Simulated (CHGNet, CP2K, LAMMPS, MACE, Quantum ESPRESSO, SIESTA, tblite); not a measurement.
# Bulk modulus two ways: amorphous Ge (61 atoms), QE, PBE

The cell holds 61 atoms (61 Ge). Recipe: 61 atoms (61 Ge) placed at random at 5.25 g/cm³, melted at 3500 K for 10 ps at fixed volume with the Tersoff potential (Tersoff, Phys. Rev. B 39, 5566 (1989)). Quenched from 3500 K to 500 K at 3 K/ps and fixed volume, held 5 ps. Then the atoms were relaxed with MACE MP-0b3 medium in the fixed cell.

Calculated with Quantum ESPRESSO 7.5: PBE; plane waves, SSSP efficiency, 45/360 Ry; k-points Γ. The cell is scaled evenly by ±3 % in volume, and MACE MP-0b3 medium relaxes the atoms at each volume before the single point.

```
volume (Å³/atom)  energy less the middle row's (meV/atom)  pressure (GPa)
          22.266                                   20.679           5.555
          22.955                                    0.000           3.581
          23.643                                  -11.947           1.763
```

**Question.** Find the bulk modulus at the middle volume from the pressures and from the energies, and check the printed pressure against the slope of the energy (1 meV/Å³ = 0.16022 GPa).

Worked:

The step is h = 0.6886 Å³. From pressures: B = −V dP/dV = 22.955 × (5.555 − (1.763)) / (2 × 0.6886) = 63.2 GPa.

From energies: B = V d²E/dV² = 22.955 × (20.679 + (-11.947)) / 0.6886² = 422.7 meV/Å³ = 67.7 GPa.

Slope: P = −dE/dV = −(-11.947 − (20.679)) / (2 × 0.6886) = 23.7 meV/Å³ = 3.80 GPa, against 3.58 GPa printed.

The two moduli agree within 7 %.

A central difference over ±3 % overstates P by about B(1 + B′)(0.03)²/6, some 0.05 GPa for B′ = 4. The atoms follow MACE MP-0b3 medium, so this level's forces do work along the path, which enters the energies but not the printed pressures. A stress printed at a finite cutoff holds the number of plane waves fixed and tends to come out low, which is the sign found here.

Limits: three points, a static cell at zero temperature, the cell shape held; the modulus is that at 3.6 GPa, not at zero pressure.

[Logs are printed without paths, hosts, clocks, repeated set-up lines and the standing remarks that a program may print on its own settings, such as how far it seeks lower states.]

[Hosts, paths, dates, database ids (printed as entryN), source tags and the programs' standing remarks are cut or masked in the printed files.]
